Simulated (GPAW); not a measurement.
# How SiNi3 absorbs and reflects light, part 2 of 2

Aim: the dielectric function of SiNi3, and the optical constants that follow from it. The cell comes from an older database entry, whose edges can differ from later determinations, mostly by under a per cent.

GPAW 26.7.0; DFT, PBE, plane-wave PAW (GPAW data sets), scalar-relativistic, RPA, optical limit.

So far. Step 2 (Ground state): There are states at the Fermi level within the smearing, so the occupations stay smeared and the carriers get a Drude term.

The database entry behind the starting cell differs from later determinations by our own check (an axis about 0.9 % long against later determinations), so it need not match the best structure at ambient conditions.

## Step 4: Dielectric function, RPA

Local fields let the induced charge screen the field inside the cell, which as a rule lowers ε, most along directions where the density is uneven.

This step: DFT, PBE, plane-wave PAW (GPAW data sets), scalar-relativistic, RPA, optical limit (GPAW 26.7.0).

Input file df.py:

```python
from gpaw.response.df import DielectricFunction

df = DielectricFunction('full.gpw', frequencies={'type': 'nonlinear', 'domega0': 0.03, 'omega2': 8},
                        ecut=50,
                        eta=0.1,
                        nbands=50,
                        rate=0.03,
                        txt='df.txt')
for direction in ['x']:
    df.get_dielectric_function(xc='RPA', direction=direction, filename=f'df_{direction}.csv')
```

Run with:

```console
OMP_NUM_THREADS=1 python df.py
```

Numbers of over 12 decimals in the logs are rounded to 6 here.

Log:

```text
Using integrator: PointIntegrator
NonLinearFrequencyDescriptor(from 0.000 to 96.040 eV, 537 points)
Nonperiodic BCs:  [False False False]
Using integrator: PointIntegrator
NonLinearFrequencyDescriptor(from 0.000 to 96.040 eV, 537 points)
Nonperiodic BCs:  [False False False]
Using integrator: PointIntegrator

Calculating chi0 body with:
    Ground state adapter containing:
    Number of spins: 2
    Number of kpoints: 1000
    Number of irreducible kpoints: 56
    Number of completely occupied states: 22
    Number of partially occupied states: 28

    Linear response parametrization:
    q_c: [0.0, 0.0, 0.0]
    Number of frequency points: 537
    Planewave cutoff: 50.0
    Number of bands: 50
    Number of planewaves: 33
    Broadening (eta): 0.1

Integrating chi0 body.

Symmetries of q_c:
    Direct symmetries (Uq -> q): 48
    Indirect symmetries (TUq -> q): 0
In total 48 allowed symmetries.

56 groups of equivalent kpoints. 94.400000% reduction.

Integral kind: spectral function

Calculating chi0 optical extensions with:
    Ground state adapter containing:
    Number of spins: 2
    Number of kpoints: 1000
    Number of irreducible kpoints: 56
    Number of completely occupied states: 22
    Number of partially occupied states: 28

    Linear response parametrization:
    Number of frequency points: 537
    Planewave cutoff: 50.0
    Number of bands: 50
    Number of planewaves: 33
    Broadening (eta): 0.1
Integrating chi0 head and wings.

Symmetries of q_c:
    Direct symmetries (Uq -> q): 48
    Indirect symmetries (TUq -> q): 0
In total 48 allowed symmetries.

56 groups of equivalent kpoints. 94.400000% reduction.

Integral kind: spectral function wings

Calculating drude chi0 with:
    Number of frequency points:537
    Plasma frequency decay rate: 0.03 eV

    Ground state adapter containing:
    Number of spins: 2
    Number of kpoints: 1000
    Number of irreducible kpoints: 56
    Number of completely occupied states: 22
    Number of partially occupied states: 28

Symmetries of q_c:
    Direct symmetries (Uq -> q): 48
    Indirect symmetries (TUq -> q): 0
In total 48 allowed symmetries.

56 groups of equivalent kpoints. 94.400000% reduction.

Integral kind: intraband
Plasma frequency:
[[1.53+0.j 0.  +0.j 0.  +0.j]
 [0.  -0.j 1.53+0.j 0.  +0.j]
 [0.  +0.j 0.  +0.j 1.53+0.j]]
```

Wall time 29 s (1 thread of Arm Neoverse V1, shared host); peak memory 0.27 GiB.

Some rows of df_x.csv (energy; Re and Im without local fields; Re and Im with them):

```text
0.000000, 2664.255281, 0.000000, 2663.850601, 0.000000
0.460735, 48.169963, 20.434732, 47.691499, 20.366557
0.943989, 50.339617, 51.768015, 49.766558, 51.254096
1.451455, -0.663127, 54.563292, -0.723613, 53.983535
1.984998, -9.533565, 22.997573, -9.301208, 22.732730
2.546682, -5.405602, 11.731192, -5.324877, 11.613820
3.138794, -1.957406, 8.364036, -1.908362, 8.225151
3.763875, 1.171413, 7.691923, 1.346068, 7.433323
4.424758, 1.277843, 8.580462, 1.563250, 8.601193
5.124608, 0.471506, 8.699959, 0.740596, 9.014409
5.866977, -1.330843, 8.309175, -1.316152, 8.509612
6.655862, -2.041278, 6.417511, -2.016901, 6.639127
7.495775, -1.374647, 5.100159, -1.520312, 5.165756
8.391833, -1.497744, 4.511691, -1.648936, 4.455086
9.349861, -1.975949, 4.113378, -1.979541, 4.116072
10.376517, -2.002169, 2.982494, -2.025166, 2.948293
11.479449, -1.737617, 1.811222, -1.729243, 1.816055
12.667487, -0.880921, 1.651692, -0.846284, 1.620309
13.950874, -0.938608, 1.183382, -0.958451, 1.223041
```

Sum at mesh points, not converged in k. Im ε, E ∥ x against photon energy; read off at these points:

```tsv
photon energy (eV)	Im ε, E ∥ x
0.5	22.1
1.0	61.3
1.5	50.9
2.0	22.6
2.5	12.1
3.0	8.26
3.5	6.78
4.0	7.81
4.5	8.50
5.0	9.02
5.5	8.47
6.0	8.06
6.5	6.41
7.0	6.21
7.5	5.16
8.0	4.46
8.5	4.30
9.0	4.43
9.5	3.83
10.0	3.42
10.5	2.81
11.0	2.15
11.5	1.78
12.0	1.56
12.5	1.66
13.0	1.85
13.5	1.51
14.0	1.21
14.5	1.14
```

Values under 1 per cm are given as 1; sum at mesh points, not converged in k. Table of absorption coefficient, E ∥ x by photon energy:

```tsv
photon energy (eV)	absorption coefficient, E ∥ x (1/cm)
0.492	76526
1.010	4.2e5
1.486	7.9e5
1.985	8.3e5
2.508	7.9e5
3.018	7.1e5
3.510	6.2e5
3.980	7.0e5
4.516	8.3e5
4.981	9.9e5
5.515	1.1e6
6.021	1.3e6
6.494	1.3e6
6.985	1.4e6
7.496	1.4e6
8.026	1.4e6
8.516	1.5e6
9.023	1.6e6
9.483	1.7e6
10.026	1.7e6
10.519	1.8e6
11.029	1.7e6
11.479	1.7e6
12.023	1.5e6
12.504	1.5e6
13.000	1.6e6
13.512	1.7e6
14.040	1.6e6
14.493	1.5e6
```

Sum at mesh points, not converged in k. The loss function −Im 1/ε at q → 0, E ∥ x by energy loss; read off at these points:

```tsv
energy loss (eV)	loss function −Im 1/ε at q → 0, E ∥ x
0.50	0.00776
1.00	0.0105
1.50	0.0195
2.00	0.0379
2.50	0.0660
3.00	0.112
3.50	0.146
4.00	0.119
4.50	0.111
5.00	0.108
5.50	0.118
6.00	0.121
6.50	0.151
7.00	0.153
7.50	0.178
8.00	0.196
8.50	0.202
9.00	0.208
9.50	0.208
10.00	0.227
10.50	0.232
11.00	0.270
11.50	0.294
12.00	0.410
12.50	0.454
12.75	0.489
13.00	0.425
13.50	0.441
14.00	0.523
14.50	0.595
```

Sum at mesh points, not converged in k. Table of reflectivity at normal incidence, E ∥ x by photon energy; read off at these points:

```tsv
photon energy (eV)	reflectivity at normal incidence, E ∥ x (%)
0.50	58.4
1.00	66.4
1.50	68.7
1.66	70.0
2.00	64.4
2.50	58.0
3.00	46.2
3.50	33.9
4.00	33.6
4.50	35.3
5.00	37.8
5.50	39.4
6.00	42.3
6.28	46.3
6.50	39.6
6.71	43.7
7.00	40.0
7.50	39.4
8.00	39.8
8.50	39.6
9.00	37.1
9.50	41.8
10.00	41.4
10.50	45.2
11.00	46.2
11.50	47.5
12.00	40.6
12.50	35.4
13.00	34.7
13.50	39.1
14.00	39.5
14.50	37.2
```

Sum at mesh points, not converged in k. The Im ε, E ∥ x by photon energy; read off at these points:

```tsv
photon energy (eV)	without local fields	with local fields
0.5	22.2	22.1
1.0	61.9	61.3
1.5	51.5	50.9
2.0	22.8	22.6
2.5	12.3	12.1
3.0	8.40	8.26
3.5	6.99	6.78
4.0	8.01	7.81
4.5	8.55	8.50
5.0	8.80	9.02
5.5	8.30	8.47
6.0	7.87	8.06
6.5	6.31	6.41
7.0	6.07	6.21
7.5	5.09	5.16
8.0	4.48	4.46
8.5	4.41	4.30
9.0	4.46	4.43
9.5	3.84	3.83
10.0	3.44	3.42
10.5	2.85	2.81
11.0	2.20	2.15
11.5	1.78	1.78
12.0	1.59	1.56
12.5	1.67	1.66
13.0	1.80	1.85
13.5	1.46	1.51
14.0	1.17	1.21
14.5	1.12	1.14
```

From ε follow the optical constants at some laser and lamp lines:

```tsv
wavelength (nm)	n	k	R (%)	1/α
1550	7.65	2.624	62.6	47 nm
800	4.54	5.305	69.1	12 nm
633	2.77	4.155	64.8	12 nm
532	2.03	3.493	62.0	12 nm
365	1.84	1.874	36.4	16 nm
308	2.25	1.728	33.6	14 nm
193	1.52	2.004	41.4	7.7 nm
```

In reflection the computed colour is faintly yellow: x = 0.328, y = 0.347, luminous reflectivity 63 %.

## Step 5: Results

At this level (PBE, RPA) SiNi3 is a metal. The mesh is too coarse to trust the carriers' weight, the reflectivity or the colour to better than tens of per cent. In reflection the computed colour is faintly yellow: x = 0.328, y = 0.347, luminous reflectivity 63 %. The carriers' damping of 0.03 eV is typed, not computed; it shapes the response at the lowest energies. The magnetic state comes from one start and need not be the lowest. In this version of GPAW the matrix elements of the optical limit are incomplete, which can lower ε − 1 by up to a tenth where first-row anions or d states rule, and shift it by more in d metals. GPAW's carrier term has the form −ωp²/(ω + i·rate)², which damps like twice the rate and fails at low energy, so the curves leave the lowest energies out. The sum runs over mesh points 0.18 Å⁻¹ apart with no interpolation, so peaks are partly noise of the mesh, and the Drude plasma energy, a sum over the Fermi surface, isn't converged.

[Machine, clock and banner lines and Python warnings are left out of the logs.]

[Logs are printed without paths, hosts, clocks, repeated set-up lines and the standing remarks that a program may print on its own settings, such as how far it seeks lower states.]

[Hosts, paths, dates, database ids (printed as entryN), source tags and the programs' standing remarks are cut or masked in the printed files.]
